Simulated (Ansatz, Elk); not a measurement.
**Bonding as seen by X-rays: TaTl3**

Structure refinements treat a crystal as free atoms side by side. For a made-up structure of TaTl3 (cell and positions from a PBE relaxation) the runs below show what the calculated density changes in F(hkl).

Main program and level: Elk 11.2.3 (patched build); DFT, PBE, all-electron APW+lo, Dirac cores, scalar-relativistic bands, static density, no spin.

This account leaves out most program logs.

The structure was built from a prototype and need not be the compound's stable phase.

### Step 1. The starting structure

Symmetry: I4/mmm, No. 139, tetragonal system. The conventional cell has a = 4.466 Å, b = 4.466 Å, c = 19.424 Å, α = 90.00°, β = 90.00°, γ = 90.00°. Nearest to Tl lie 4 Ta at 3.17 Å and 8 Tl at 3.30 Å. Nearest to Tl lie 8 Tl at 3.16 to 3.30 Å and 4 Ta at 3.51 Å. Nearest to Tl lie 4 Ta at 3.10 Å and 8 Tl at 3.16 to 3.30 Å. Nearest to Ta lie 12 Tl at 3.10 to 3.51 Å. Farther neighbours are not listed.

### Step 2. Ground state and structure factors

An all-electron density is needed, since X-rays see the cores too. Task 0 finds the density and task 195 Fourier-transforms it; tshift is off so that phases refer to the origin typed.

elk.in reads:

```
tasks
  0
  195

xctype
  20

spinpol
  .false.

rgkmax
  7.0

gmaxvr
  14.0

lmaxo
  7

lmaxapw
  8

swidth
  0.002

tshift
  .false.

ramdisk
  .false.

hmaxvr
  5.5

maxscl
  120

epspot
  1e-06

sppath
  './'

avec
  -4.22007056676 4.22007056676 18.35273338597
  4.22007056676 -4.22007056676 18.35273338597
  4.22007056676 4.22007056676 -18.35273338597

atoms
  2
  'Tl.in'
  6
  0.3748214429 0.3748214429 -0.0000000000   0.000000 0.000000 0.000000
  0.6251785571 0.6251785571 0.0000000000   0.000000 0.000000 0.000000
  0.2500000000 0.7500000000 0.5000000000   0.000000 0.000000 0.000000
  0.7500000000 0.2500000000 0.5000000000   0.000000 0.000000 0.000000
  0.5000000000 -0.0000000000 0.5000000000   0.000000 0.000000 0.000000
  -0.0000000000 0.5000000000 0.5000000000   0.000000 0.000000 0.000000
  'Ta.in'
  2
  0.1108211119 0.1108211119 -0.0000000000   0.000000 0.000000 0.000000
  0.8891788881 0.8891788881 -0.0000000000   0.000000 0.000000 0.000000

ngridk
  7 7 7
```

Launch:

```console
$ OMP_NUM_THREADS=4 elk
```

Wall time 2.8 min (4 threads of Intel Xeon at 2.60GHz (Ice Lake), shared host); peak memory 0.56 GiB.

SFACRHO.OUT:

```text

h k l indices transformed by vhmat matrix:
   1.000000000       0.000000000       0.000000000    
   0.000000000       1.000000000       0.000000000    
   0.000000000       0.000000000       1.000000000    

      h      k      l  multipl.   |H|            Re(F)            Im(F)           |F|

      0      0      0      1   0.0000000       632.00000      0.22132125E-15   632.00000    
     -1     -1      1      2  0.34235692       25.077552     -0.45358682E-13   25.077552    
     -2     -2      2      2  0.68471384       24.442998      0.24947275E-12   24.442998    
     -1      0      0      8  0.76386789      -2.8350451      0.90717364E-14   2.8350451    
     -1     -2      2      8  0.90438414       39.515842     -0.36286945E-13   39.515842    
     -3     -3      3      2   1.0270708      -65.173491      0.81645627E-13   65.173491    
      1     -1      0      4   1.0527983      -15.467349      0.15863938E-14   15.467349    
     -2      0      1      8   1.1070648       22.321858      0.81645627E-13   22.321858    
      3      2     -2      8   1.1343473      -19.724522      0.45358682E-13   19.724522    
     -2     -2      3      8   1.2558731      -534.49538     -0.31751077E-13   534.49538    
      4      4     -4      2   1.3694277       501.67324      0.10886084E-12   501.67324    
      4      3     -4      8   1.4106712      -77.137459      -0.0000000       77.137459    
     -4     -2      3      8   1.4708020      -60.182986      0.36286945E-13   60.182986    
      1     -1      1      4   1.4888816       520.12645     -0.27323435E-13   520.12645    
      0     -2      2      8   1.5277358       20.698469     -0.90717364E-14   20.698469    
      3      1     -1      8   1.6387805       20.763191     -0.23359721E-12   20.763191    
      1      0      1     16   1.6733985      -2.3147721     -0.27215209E-13   2.3147721    
      4      5     -5      8   1.7110404       25.319482     -0.68746752E-13   25.319482
```

Elk indexes on the primitive cell of elk.in and gives |H| = 4π sin θ/λ in inverse bohr. Below, one row stands for each form hkl of the conventional cell (m members, Friedel mates merged), F is for one primitive cell and the density is static (no thermal factor). Free-atom factors are Waasmaier and Kirfel's, and R is Σm||F|−|F'||/Σm|F|.

```
   hkl   m  sin θ/λ (Å⁻¹)  abs F, DFT  neutral atoms   diff.
   002   2          0.051      25.078         25.058  +0.019
   004   2          0.103      24.443         24.563  -0.120
   101   8          0.115       2.835          2.949  -0.114
   103   8          0.136      39.516         39.457  +0.059
   006   2          0.154      65.174         65.129  +0.044
   110   4          0.158      15.467         15.268  +0.199
   112   8          0.167      22.322         22.371  -0.049
   105   8          0.171      19.724         19.975  -0.251
   114   8          0.189     534.495        535.483  -0.988
   008   2          0.206     501.673        502.760  -1.087
   107   8          0.212      77.138         77.109  +0.029
   116   8          0.221      60.183         60.417  -0.234
   200   4          0.224     520.126        521.352  -1.226
   202   8          0.230      20.698         20.827  -0.129
   204   8          0.246      20.763         20.614  +0.149
   211  16          0.252       2.315          2.214  +0.100
   109   8          0.257      25.320         25.498  -0.179
0 0 10   2          0.257      87.985         88.308  -0.323
   118   8          0.260      40.977         41.003  -0.025
   213  16          0.262      33.712         33.771  -0.058
   206   8          0.272      56.829         56.940  -0.111
   215  16          0.281      17.952         18.043  -0.091
```

### Step 3. The highest occupied states alone

An energy window below the Fermi level keeps the highest occupied states, to see at which angles they scatter; shallow core shells can lie inside it and anion s states outside. No new self-consistency is needed.

elk.in, as its differences from that of step 2:

```diff
@@ -1,3 +1,2 @@
 tasks
-  0
   195
@@ -40,2 +39,5 @@
 
+wsfac
+  -0.170950 0.570040
+
 sppath
```

Launch:

```console
$ OMP_NUM_THREADS=4 elk
```

Wall time 28 s (4 threads); peak memory 0.37 GiB; 39 s of CPU time.

States within 12 eV below the Fermi level hold 78.10 electrons; any levels below the window count with the cores, and a count that is not whole means the window cuts a band. Their amplitudes can exceed the total, where window and core parts have opposite phase:

```
hkl  sin θ/λ (Å⁻¹)  abs F, window  abs F, all
002          0.051          3.479      25.078
004          0.103          9.212      24.443
101          0.115          8.288       2.835
103          0.136          9.184      39.516
006          0.154          4.572      65.174
110          0.158          8.582      15.467
112          0.167          3.299      22.322
105          0.171          6.978      19.724
114          0.189         30.140     534.495
008          0.206         25.635     501.673
```

### Step 4. Another functional

The difference from free atoms is small, so it is set against the change that LDA (Perdew-Wang) makes.

elk.in, as its differences from that of step 3:

```diff
@@ -1,2 +1,3 @@
 tasks
+  0
   195
@@ -4,3 +5,3 @@
 xctype
-  20
+  3
 
@@ -39,5 +40,2 @@
 
-wsfac
-  -0.170950 0.570040
-
 sppath
```

Launch:

```console
$ OMP_NUM_THREADS=4 elk
```

Elapsed: 1.8 min, on 4 threads; peak memory 0.42 GiB.

Against the first run R = 0.01 %; the largest change is -0.097 at 220.

### Step 5. A coarser k-mesh

About half the k-points along each axis test the sampling.

elk.in, as its differences from that of step 4:

```diff
@@ -5,3 +5,3 @@
 xctype
-  3
+  20
 
@@ -64,2 +64,2 @@
 ngridk
-  7 7 7
+  4 4 4
```

Launch:

```console
$ OMP_NUM_THREADS=4 elk
```

Elapsed: 96 s, on 4 threads; peak memory 0.57 GiB.

Against the first run R = 0.00 %; the largest change is +0.019 at 110.

### Step 6. Settings against the effect

```
              run  R against the first run (%)  R against neutral atoms, low angle (%)  wall time
    PBE, rgkmax 7                         0.00                                    0.27    2.8 min
LDA (Perdew-Wang)                         0.01                                    0.26    1.8 min
     k-mesh 4×4×4                         0.00                                    0.27       96 s
```

### Step 7. Results

* R against neutral atoms, sin θ/λ < 0.3 Å⁻¹: 0.27 %
* R against neutral atoms, 0.3 to 0.62 Å⁻¹: 0.10 %

**Reading.** Independent neutral atoms miss the calculated amplitudes by R = 0.27 % below 0.3 Å⁻¹ and 0.10 % from there to 0.62 Å⁻¹; by shells, 0.38 % below 0.15 Å⁻¹ (4 forms), 0.26 % 0.15 to 0.3 (18 forms), 0.08 % 0.3 to 0.45 (42 forms), 0.12 % above 0.45 (85 forms). Bonding, aspherical density and the tables' own atoms all enter these figures, and the runs don't part them. The largest change of an amplitude is -1.23 electrons, at 200. The window's part falls from 78.1 electrons at the origin to at most 1.57 between 0.45 and 0.62 Å⁻¹, where compact states inside the window still scatter. The window holds more than the 28 outer electrons of the free atoms, so shallow core shells lie inside it. Below 0.3 Å⁻¹ the changes that finished (LDA (Perdew-Wang) and k-mesh 4×4×4) move F by R = 0.01 % at most, against the 0.27 % that separates it from free atoms. The basis has no finished test. Spin-orbit coupling is left out, which can matter for elements this heavy. Part of the difference isn't bonding: the tables are fits to free atoms and ions calculated by other methods than this functional. Thermal motion, anomalous dispersion and extinction are left out.

[Logs are printed without paths, hosts, clocks, repeated set-up lines and the standing remarks that a program may print on its own settings, such as how far it seeks lower states.]

[Hosts, paths, dates, database ids (printed as entryN), source tags and the programs' standing remarks are cut or masked in the printed files.]
